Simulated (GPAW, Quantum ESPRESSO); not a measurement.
# Near-edge structure at the O K edge of Ti6O (P-31m), part 5 of 5

Aim: the O K edge of Ti6O (P-31m) by two routes, a Lanczos recursion (XSpectra) and a sum over empty bands (GPAW), to see which features are robust.

Quantum ESPRESSO 7.5 and GPAW 26.7.0; core-hole supercells, plane-wave PAW LDA.

So far. Step 10 (The field without a hole (GPAW)): The mesh shows no gap, so the system is treated as a metal and the core electron is put at the Fermi level (neutral cell). Step 11 (Spectrum without a core hole, O atom 7 (GPAW)): Main maxima below 24 eV (height): 2.3 eV (2.45), 3.7 eV (2.67), 10.9 eV (1.23) and 16.7 eV (0.79). 

**13. Spectrum with XCH, O atom 7 (GPAW)**

Level of this step: X-ray absorption from dipole matrix elements to empty bands, plane-wave PAW LDA (GPAW).

The holes are 7.0 Å apart. The excited electron is kept in the cell, where it fills the lowest empty states and screens the hole. After the field has converged, empty bands are computed with the density fixed and the dipole matrix elements are summed.

xas.py reads:

```python
import numpy as np
from ase import Atoms
from ase.parallel import parprint, paropen
from gpaw import GPAW, PW, FermiDirac, Mixer, MixerDif, setup_paths
from gpaw.test import gen
setup_paths.insert(0, '.')
gen('O', name='fch1s', xcname='LDA', corehole=(1, 0, 1), write_xml=True)
from gpaw.mpi import world
world.barrier()

atoms = Atoms('Ti18O3',
    cell=[[-2.565, 4.44271032, 4.74],
     [-2.565, -4.44271032, 4.74],
     [5.13, 0, 4.74]],
    scaled_positions=[[0.361, 0.028, 0.361],
     [0.69433333, 0.36133333, 0.69433333],
     [0.02766667, 0.69466667, 0.02766667],
     [0.02766667, 0.02766667, 0.69466667],
     [0.361, 0.361, 0.028],
     [0.69433333, 0.69433333, 0.36133333],
     [0.69466667, 0.02766667, 0.02766667],
     [0.028, 0.361, 0.361],
     [0.36133333, 0.69433333, 0.69433333],
     [0.30566667, 0.63866667, 0.30566667],
     [0.639, 0.972, 0.639],
     [0.97233333, 0.30533333, 0.97233333],
     [0.30533333, 0.97233333, 0.97233333],
     [0.63866667, 0.30566667, 0.30566667],
     [0.972, 0.639, 0.639],
     [0.97233333, 0.97233333, 0.30533333],
     [0.30566667, 0.30566667, 0.63866667],
     [0.639, 0.639, 0.972],
     [0, 0, 0],
     [0.33333333, 0.33333333, 0.33333333],
     [0.66666667, 0.66666667, 0.66666667]],
    pbc=True)
atoms.calc = calc = GPAW(legacy_gpaw=True, mode=PW(500, force_complex_dtype=True), xc='LDA', setups={18: 'fch1s'},
    kpts={'size': (4, 4, 4), 'gamma': True}, occupations=FermiDirac(0.1),
    charge=-1, mixer=Mixer(0.1, 5, 50), maxiter=150,
    convergence={'density': 0.0001, 'eigenstates': 1e-6}, txt='scf.txt')
energy = atoms.get_potential_energy() + calc.get_reference_energy()
ef = calc.get_fermi_level()
out = dict(energy=energy, fermi=ef, forces=atoms.get_forces().tolist())
parprint(f'all-electron energy {energy:.4f} eV, Fermi level {ef:.4f} eV')
ev = np.array([[calc.get_eigenvalues(k, s) for k in range(len(calc.get_ibz_k_points()))] for s in range(calc.get_number_of_spins())])
out['homo'], out['lumo'], out['counts'] = ev[ev < ef].max(), ev[ev > ef].min(), sorted(set((ev < ef).sum((0, 2)).tolist()))
out['filled'] = (ev[:, 0] < ef).sum(1).tolist()

from ase.units import Ha
from gpaw.xas import dipole_matrix_elements
nb = int(calc.get_number_of_electrons() / 2) + 285
top, nb = nb, nb + 8 + nb // 12
nscf = calc.fixed_density(kpts={'size': (5, 5, 5), 'gamma': True}, nbands=nb,
    convergence={'bands': top, 'eigenstates': 5e-3}, maxiter=60, txt='nscf.txt')
cell = atoms.cell.array
ops = [cell.T @ U.T @ np.linalg.inv(cell.T) for U in nscf.wfs.kd.symmetry.op_scc]
E = np.arange(-6, 34, 0.1)
fwhm = np.interp(E, [4, 25], [0.9, 3.5])
Y, X, zero, highest = 0, 0, 1e9, 1e9
for spin in range(nscf.get_number_of_spins()):
    wfs = nscf.wfs
    mine = wfs.bd.get_slice()  # this rank's bands
    A = dipole_matrix_elements(wfs.setups[18])
    eps = np.zeros((wfs.kd.nibzkpts, nb))
    d = np.zeros((3, A.shape[1], wfs.kd.nibzkpts, nb), complex)
    for kpt in wfs.kpt_u:
        if kpt.s == spin and 18 in kpt.P_ani:
            eps[kpt.k, mine] = kpt.eps_n * Ha
            d[:, :, kpt.k, mine] = (kpt.weight * wfs.nspins / 2) ** 0.5 * np.inner(A, kpt.P_ani[18])
    world.sum(eps)
    world.sum(d)
    T = np.einsum('amkn,bmkn->abkn', d, d.conj()).real
    T = sum(np.einsum('ai,ijkn,bj->abkn', R, T, R) for R in ops) / len(ops)
    empty = eps > ef
    zero, highest = min(zero, eps[empty].min()), min(highest, eps[:, top - 1].min())
    lines = [(eps, T, empty)] if spin == 0 else lines + [(eps, T, empty)]
for eps, T, empty in lines:
    f = np.einsum('aakn->akn', T).reshape(3, -1)
    x = eps.ravel() - zero
    w = np.interp(x, E, fwhm) / 2.35482
    g = np.exp(-0.5 * ((E[:, None] - x) / w) ** 2) / (w * (2 * np.pi) ** 0.5)
    Y = Y + (f * empty.ravel()) @ g.T
    X = X + (f * ~empty.ravel()) @ g.T
out.update(E=E.round(2).tolist(), xas=Y.tolist(), xes=X.tolist(), zero=zero, valid=highest - zero, nk=len(eps), nb=nb)
for i in range(0, len(E), 10):
    parprint(f'{E[i]:7.2f}', *(f'{v:10.3e}' for v in Y[:, i]))
import json
with paropen('out.json', 'w') as f:
    json.dump(out, f)
```

Launch:

```
> OMP_NUM_THREADS=1 mpirun -n 8 gpaw python xas.py
```

Numbers of over 12 decimals in the logs are rounded to 6 here.

Log:

```text
Input parameters:
  charge: -1
  convergence: {density: 0.0001,
                eigenstates: 1e-06}
  kpts: {gamma: True,
         size: (4, 4, 4)}
  maxiter: 150
  mixer: {backend: pulay,
          beta: 0.1,
          method: separate,
          nmaxold: 5,
          weight: 50}
  mode: {ecut: 500.0,
         force_complex_dtype: True,
         name: pw}
  occupations: {fixmagmom: False,
                name: fermi-dirac,
                width: 0.1}
  setups: {18: fch1s}

Initialize ...

[... PAW data sets ...]

Reference energy: -422664.140548  # eV

Spin-paired calculation

[... convergence settings ...]
Symmetries present (total): 4
  [... symmetry matrices ...]

64 k-points: 4 x 4 x 4 Monkhorst-Pack grid + [1/8,1/8,1/8]
24 k-points in the irreducible part of the Brillouin zone
       k-points in crystal coordinates                weights
   0:     0.00000000    0.00000000    0.00000000          1/64
   1:     0.00000000    0.00000000    0.25000000          2/64
   2:     0.00000000    0.00000000    0.50000000          1/64
   3:     0.25000000   -0.25000000    0.00000000          2/64
   4:     0.25000000   -0.25000000    0.25000000          4/64
   5:     0.25000000   -0.25000000    0.50000000          2/64
   6:     0.25000000    0.00000000   -0.25000000          4/64
   7:     0.25000000    0.00000000    0.00000000          4/64
   8:     0.25000000    0.00000000    0.25000000          4/64
   9:     0.25000000    0.00000000    0.50000000          4/64
          ...
  23:     0.50000000    0.50000000    0.50000000          1/64

Wave functions: Plane wave expansion
  Cutoff energy: 500.000 eV
  Number of coefficients (min, max): 8210, 8256
  Pulay-stress correction: 0.000000 eV/Ang^3 (de/decut=0.000000)
  Using FFTW library
  Wavefunction extrapolation:
    Improved wavefunction reuse through dual PAW basis

Occupation numbers: Fermi-Dirac:
  width: 0.1000  # eV

Eigensolver
   Davidson(niter=2)

Densities:
  Coarse grid: 40*40*40 grid
  Fine grid: 80*80*80 grid
  Total Charge: 0.000000

Density mixing:
  Method: separate
  Backend: pulay
  Linear mixing parameter: 0.1
  old densities: 5
  Width of damping distribution: 1.1
  Damping of long wavelength oscillations: 50

[... Hamiltonian set-up ...]
Number of atoms: 21
Number of atomic orbitals: 246
Number of bands in calculation: 145
Number of valence electrons: 235
Bands to converge: occupied

... initialized

Initializing position-dependent things.

Density initialized from atomic densities
Creating initial wave functions:
  145 bands from LCAO basis set

                        Ti
         Ti     Ti    Ti
              Ti
                  O Tii
             Ti
                   Ti
                Ti
                      Ti
              Tii
                  O  Ti
             Ti           Ti
                   Ti
           Ti

                  O

Atomic positions and initial magnetic moments

Positions:
   0 Ti     0.854145    1.479423    3.555000    ( 0.0000,  0.0000,  0.0000)
   1 Ti     0.854145    1.479423    8.295000    ( 0.0000,  0.0000,  0.0000)
   2 Ti    -1.710855   -2.963288    3.555000    ( 0.0000,  0.0000,  0.0000)
   3 Ti     3.421710   -0.000000    3.555000    ( 0.0000,  0.0000,  0.0000)
   4 Ti    -1.708290    0.000000    3.555000    ( 0.0000,  0.0000,  0.0000)
   5 Ti    -1.708290   -0.000000    8.295000    ( 0.0000,  0.0000,  0.0000)
   6 Ti    -1.710855    2.963288    3.555000    ( 0.0000,  0.0000,  0.0000)
[...]
18 O      0.000000    0.000000    0.000000    ( 0.0000,  0.0000,  0.0000)
  19 O     -0.000000   -0.000000    4.740000    ( 0.0000,  0.0000,  0.0000)
  20 O      0.000000   -0.000000    9.480000    ( 0.0000,  0.0000,  0.0000)

Unit cell:
           periodic     x           y           z      points  spacing
  1. axis:    yes   -2.565000    4.442710    4.740000    40     0.1692
  2. axis:    yes   -2.565000   -4.442710    4.740000    40     0.1692
  3. axis:    yes    5.130000    0.000000    4.740000    40     0.1692

  Lengths:   6.984590   6.984590   6.984590
  Angles:   78.999248  78.999248  78.999248

Effective grid spacing dv^(1/3) = 0.1717

iter:   1  -208.594028
iter:   2  -194.654905   +0.20  -1.07
iter:   3  -187.482457   -0.67  -1.28
iter:   4  -184.016694   -0.57  -1.40
iter:   5  -183.138762   -0.83  -1.53
iter:   6  -182.732022   -1.78  -1.69
iter:   7  -183.393257   -1.28  -1.79
iter:   8  -182.700796   -1.51  -1.85
iter:   9  -182.754439   -1.60  -2.32
iter:  10  -182.709763c  -2.51  -2.55
iter:  11  -182.704519c  -2.85  -2.72
iter:  12  -182.702433c  -3.70  -3.10
iter:  13  -182.701242c  -3.86  -3.20
iter:  14  -182.701286c  -4.06  -3.31
iter:  15  -182.701957c  -4.21  -3.46
iter:  16  -182.701559c  -4.76  -3.53
iter:  17  -182.701469c  -4.65  -3.58
iter:  18  -182.701601c  -5.21  -3.89
iter:  19  -182.701601c  -5.57  -4.12c
iter:  20  -182.701628c  -5.40  -4.13c
iter:  21  -182.701614c  -5.86  -4.28c
iter:  22  -182.701619c  -6.03c -4.47c

Converged after 22 iterations.

Dipole moment: (-0.000000, -0.000000, 0.000000) |e|*Ang

Energy contributions relative to reference atoms: (reference = -422664.140548)

Kinetic:       +131.267049
Potential:     -135.445303
External:        +0.000000
XC:            -177.340989
Entropy (-ST):   -0.633554
Local:           -0.865599
SIC:             +0.000000
--------------------------
Free energy:   -183.018396
Extrapolated:  -182.701619

Showing only first 2 kpts
 Kpt  Band  Eigenvalues  Occupancy
  0   115      8.36427    1.64816
  0   116      8.43304    1.40388
  0   117      8.56359    0.77921
  0   118      8.66170    0.38617

  1   115      8.28924    1.81685
  1   116      8.33595    1.72292
  1   117      8.68494    0.31886
[...]
Fermi level: 8.51869

No gap
No difference between direct/indirect transitions

Forces in eV/Ang:
  0 Ti   -0.13583   -0.23515   -0.34459
  1 Ti   -0.08277   -0.14353   -0.25610
  2 Ti    0.36765    0.63685   -0.92143
  3 Ti   -0.73527    0.00000   -0.92142
  4 Ti    0.27142    0.00000   -0.34466
  5 Ti    0.16570    0.00000   -0.25622
  6 Ti    0.36765   -0.63685   -0.92143
[...]
18 O     0.00000    0.00000    0.00000
 19 O     0.00010    0.00000    0.01088
 20 O    -0.00010    0.00000   -0.01088
Scalar-relativistic atomic LDA calculation for O (Oxygen, Z=8)
Core hole in 1s state (1s occupation: 1.0)
300 radial gridpoints.
|------------------------------------------------|
|------------------------------------------------|
[... the atom generator's iteration count ...]

Energy contributions:
-------------------------
Kinetic:      +54.046737
XC:            -5.876031
Potential:   -102.458324
-------------------------
Total:        -54.287618

state      eigenvalue         ekin         rmax
-----------------------------------------------
1s^1.0 :   -21.731873    30.611423        0.127
2s^2.0 :    -1.594915     4.066245        0.801
2p^4.0 :    -1.067100     3.825706        0.682
-----------------------------------------------
(units: Bohr and Hartree)

Generating PAW setup
Kinetic energy of the core from tauc = 30.636371
Cutoffs:
rc(s)=1.300
rc(p)=1.130
rc(d)=1.170
rc(vbar)=1.300
rc(comp)=1.260
rc(nct)=1.300

Kinetic energy of the core states: 30.611423
Charge: 1.0
Core electrons: 1.0
Valence electrons: 6.0
Pseudo-core charge: 0.000198
Shape function alpha=6.299
Pseudo-electron charge 5.280306
state    eigenvalue         norm
--------------------------------
2s(2) :    -1.594915     1.065643
*s    :    -0.594915
2p(4) :    -1.067100     0.787205
*p    :    -0.067100
*d    :     0.000000
--------------------------------

Diagonalizing with gridspacing h=0.050

state   all-electron     PAW
-------------------------------
2s:      -1.594915    -1.596334
2p:      -1.067100    -1.073375
*d:                   -0.060686
*f:                   -0.013559
-------------------------------
all-electron energy -422846.8422 eV, Fermi level 8.5187 eV
[...]
31.00  5.249e-05  5.249e-05  5.077e-05
  32.00  5.342e-05  5.342e-05  5.380e-05
  33.00  5.472e-05  5.472e-05  6.105e-05
```

Run time: 5.4 min. Hardware: 8 MPI ranks of AMD EPYC 9B45 (Zen 5), shared host; peak memory 1.2 GiB.

The O K spectrum, O atom 7, excited-electron core hole (neutral cell) (energy from the lowest empty level; intensity scaled to a mean of 1 over the first 20 eV; polarised curves are means over the symmetry-equivalent atoms):

| E (eV) | isotropic | ε ⊥ c | ε ∥ c |
| --- | --- | --- | --- |
| -2.0 | 0.00 | 0.00 | 0.00 |
| -1.0 | 0.00 | 0.00 | 0.00 |
| 0.0 | 0.22 | 0.24 | 0.19 |
| 1.0 | 1.76 | 1.92 | 1.44 |
| 2.0 | 3.01 | 2.92 | 3.21 |
| 3.0 | 1.99 | 1.85 | 2.25 |
| 4.0 | 1.27 | 1.27 | 1.27 |
| 5.0 | 0.84 | 0.88 | 0.75 |
| 6.0 | 0.63 | 0.65 | 0.57 |
| 7.0 | 0.37 | 0.41 | 0.29 |
| 8.0 | 0.33 | 0.35 | 0.29 |
| 9.0 | 0.70 | 0.68 | 0.76 |
| 10.0 | 1.22 | 1.07 | 1.50 |
| 11.0 | 1.16 | 1.01 | 1.45 |
| 12.0 | 0.72 | 0.74 | 0.66 |
| 13.0 | 0.65 | 0.75 | 0.44 |
| 14.0 | 0.72 | 0.86 | 0.44 |
| 15.0 | 0.82 | 0.96 | 0.54 |
| 16.0 | 0.86 | 0.92 | 0.73 |
| 17.0 | 0.85 | 0.83 | 0.87 |
| 18.0 | 0.80 | 0.78 | 0.83 |
| 19.0 | 0.72 | 0.69 | 0.79 |
| 20.0 | 0.69 | 0.57 | 0.93 |
| 21.0 | 0.76 | 0.59 | 1.12 |
| 22.0 | 0.86 | 0.73 | 1.11 |
| 23.0 | 0.90 | 0.89 | 0.93 |
| 24.0 | 0.89 | 0.97 | 0.75 |
| 25.0 | 0.85 | 0.94 | 0.66 |
| 26.0 | 0.78 | 0.87 | 0.61 |
| 27.0 | 0.73 | 0.81 | 0.58 |
| 28.0 | 0.72 | 0.78 | 0.60 |
| 29.0 | 0.74 | 0.77 | 0.67 |
| 30.0 | 0.76 | 0.78 | 0.73 |
| 31.0 | 0.78 | 0.79 | 0.76 |
| 32.0 | 0.81 | 0.80 | 0.81 |

Main maxima below 24 eV (height): 1.7 eV (3.25), 3.3 eV (2.14), 10.4 eV (1.31), 16.1 eV (0.86) and 23.3 eV (0.91). 

The total-energy difference is 536.13 eV. With the free-atom term of -8.83 eV for this edge, the photon energy is 527.30 eV.

**14. The two programs side by side**

The line shapes differ (Lorentzian half width 0.4 eV up to 4 eV, rising linearly to 1.75 eV at 25 eV (not a setting of the program: the run's 0.4 eV curve was folded afterwards with a further Lorentzian above 4 eV), against Gaussian full width 0.9 eV up to 4 eV, rising linearly to 3.5 eV at 25 eV), so both get a further Gaussian of 1.5 eV full width before they are compared; the Lorentzian tails remain.

| E (eV) | XSpectra | GPAW |
| --- | --- | --- |
| -2.00 | 0.11 | 0.00 |
| -1.25 | 0.18 | 0.02 |
| -0.50 | 0.38 | 0.17 |
| 0.25 | 0.88 | 0.72 |
| 1.00 | 1.68 | 1.76 |
| 1.75 | 2.26 | 2.48 |
| 2.50 | 2.18 | 2.31 |
| 3.25 | 1.87 | 1.89 |
| 4.00 | 1.48 | 1.40 |
| 4.75 | 1.10 | 0.97 |
| 5.50 | 0.85 | 0.73 |
| 6.25 | 0.69 | 0.55 |
| 7.00 | 0.58 | 0.41 |
| 7.75 | 0.56 | 0.39 |
| 8.50 | 0.66 | 0.54 |
| 9.25 | 0.83 | 0.84 |
| 10.00 | 0.99 | 1.10 |
| 10.75 | 1.01 | 1.13 |
| 11.50 | 0.89 | 0.93 |
| 12.25 | 0.78 | 0.74 |
| 13.00 | 0.74 | 0.68 |
| 13.75 | 0.74 | 0.71 |
| 14.50 | 0.76 | 0.77 |
| 15.25 | 0.78 | 0.82 |
| 16.00 | 0.79 | 0.85 |
| 16.75 | 0.78 | 0.84 |
| 17.50 | 0.76 | 0.82 |
| 18.25 | 0.74 | 0.78 |
| 19.00 | 0.70 | 0.73 |
| 19.75 | 0.68 | 0.71 |
| 20.50 | 0.69 | 0.73 |
| 21.25 | 0.71 | 0.79 |
| 22.00 | 0.73 | 0.85 |
| 22.75 | 0.74 | 0.89 |
| 23.50 | 0.74 | 0.90 |
| 24.25 | 0.73 | 0.88 |
| 25.00 | 0.71 | 0.84 |
| 25.75 | 0.68 | 0.80 |
| 26.50 | 0.66 | 0.76 |
| 27.25 | 0.64 | 0.73 |
| 28.00 | 0.64 | 0.73 |
| 28.75 | 0.64 | 0.74 |
| 29.50 | 0.64 | 0.75 |
| 30.25 | 0.64 | 0.77 |
| 31.00 | 0.65 | 0.78 |
| 31.75 | 0.65 | 0.80 |

|  | XSpectra | GPAW |
| --- | --- | --- |
| k mesh of the spectrum | 5×5×5 | 5×5×5 |
| cutoff (eV) | 707 | 500 |
| highest intensity below 16 eV after the common broadening, eV (height) | 2.0 (2.29) | 1.9 (2.51) |
| zero, corrected photon energy (eV) | 527.1 | 527.3 |
| core time, hole field and spectrum | 71 min | 43 min |

**15. What the core hole does**

XSpectra's curves. Both curves are counted from their own zero, so only the shift of weight within the empty states shows.

| E (eV) | no hole | XCH |
| --- | --- | --- |
| -2.0 | 0.06 | 0.08 |
| -1.0 | 0.11 | 0.16 |
| 0.0 | 0.29 | 0.52 |
| 1.0 | 0.75 | 1.66 |
| 2.0 | 1.91 | 2.65 |
| 3.0 | 1.98 | 1.94 |
| 4.0 | 2.18 | 1.32 |
| 5.0 | 1.68 | 0.94 |
| 6.0 | 1.06 | 0.73 |
| 7.0 | 0.64 | 0.50 |
| 8.0 | 0.47 | 0.42 |
| 9.0 | 0.59 | 0.75 |
| 10.0 | 0.81 | 1.17 |
| 11.0 | 1.33 | 1.16 |
| 12.0 | 0.77 | 0.68 |
| 13.0 | 0.73 | 0.70 |
| 14.0 | 0.65 | 0.73 |
| 15.0 | 0.77 | 0.83 |
| 16.0 | 0.77 | 0.86 |
| 17.0 | 0.79 | 0.82 |
| 18.0 | 0.75 | 0.86 |
| 19.0 | 0.79 | 0.68 |
| 20.0 | 0.51 | 0.58 |
| 21.0 | 0.59 | 0.75 |
| 22.0 | 0.69 | 0.81 |
| 23.0 | 0.76 | 0.92 |
| 24.0 | 0.81 | 0.81 |
| 25.0 | 0.75 | 0.86 |
| 26.0 | 0.76 | 0.73 |
| 27.0 | 0.65 | 0.62 |
| 28.0 | 0.53 | 0.63 |
| 29.0 | 0.61 | 0.68 |
| 30.0 | 0.63 | 0.65 |
| 31.0 | 0.59 | 0.71 |
| 32.0 | 0.60 | 0.68 |

With each curve scaled to its own mean, the area from −2 to 6 eV with the hole is 9.6 against 9.6, and the centre of weight from −1 to 20 eV moves by -0.2 eV (first and strongest maxima below 20 eV: 2.4 eV (2.20), 3.6 eV (2.43) and 10.8 eV (1.36) without the hole, 1.7 eV (2.79), 3.2 eV (2.04) and 10.6 eV (1.42) with it); the shape changes all the same, by 35 % r.m.s.

**16. Outcome**

| Quantity | Value |
| --- | --- |
| absorber and edge | O K, atom 7 of the ground-state input (counted from 1) |
| surroundings | 6 Ti at 2.08 Å (octahedral, site symmetry -3m) |
| highest intensity below 16 eV (XSpectra, narrow line) | 1.7 eV above the zero, height 2.79 |
| photon energy of the zero, with the added terms | 527.1 eV (raw 535.9 eV; LDA puts this hole about 4 eV below PBE, itself good to a few eV) |

**Reading.** The two programs agree closely: 11 % r.m.s. remains over the first 14 eV after a relative shift of 0.0 eV, and their photon-energy zeros differ by 0.2 eV. What differs may come from the PAW partial waves, meshes, cutoffs and line shapes. In XSpectra the O K edge of atom 7, with 6 Ti at 2.08 Å (octahedral, site symmetry -3m), has its highest intensity of the first 16 eV at 1.7 eV above the zero, near 529 eV in photon energy (LDA puts this hole about 4 eV below PBE, itself good to a few eV), 2.8 times the mean level of the first 20 eV (Lorentzian half width 0.4 eV). In XSpectra: With each curve scaled to its own mean, the area from −2 to 6 eV with the hole is 9.6 against 9.6, and the centre of weight from −1 to 20 eV moves by -0.2 eV (first and strongest maxima below 20 eV: 2.4 eV (2.20), 3.6 eV (2.43) and 10.8 eV (1.36) without the hole, 1.7 eV (2.79), 3.2 eV (2.04) and 10.6 eV (1.42) with it); the shape changes all the same, by 35 % r.m.s. In GPAW: With each curve scaled to its own mean, the area from −2 to 6 eV with the hole is 9.5 against 9.7, and the centre of weight from −1 to 20 eV moves by -0.1 eV (first and strongest maxima below 20 eV: 2.3 eV (2.45), 3.7 eV (2.67) and 10.9 eV (1.23) without the hole, 1.7 eV (3.25), 3.3 eV (2.14) and 10.4 eV (1.31) with it); the shape changes all the same, by 42 % r.m.s. In XSpectra, at the O K edge of atom 7 polarisation matters most near 10.7 eV, where the curves differ by 0.6 on this scale. 3 further runs of this session are left out of this account as redundant. The unit cell's mesh shows no gap over 0.35 eV. That is right for a metallic compound; for a small-gap or correlated insulator it would be the fault of the functional or of the assumed magnetic order, and the hole would be screened too well. The structure is a published determination, not relaxed.

[Banner, clock and machine lines of the logs are left out without a mark of their own.]

[Logs are printed without paths, hosts, clocks, repeated set-up lines and the standing remarks that a program may print on its own settings, such as how far it seeks lower states.]

[Hosts, paths, dates, database ids (printed as entryN), source tags and the programs' standing remarks are cut or masked in the printed files.]

[Lists of maxima count a maximum above −3 eV only where it reaches 4 % of the highest in the window and stands out from its surroundings by 2 % of it (1.5 % where it reaches 55 %); shoulders and weaker maxima are passed over, and of the rest the first, up to two pre-edge ones and the few strongest are named.]
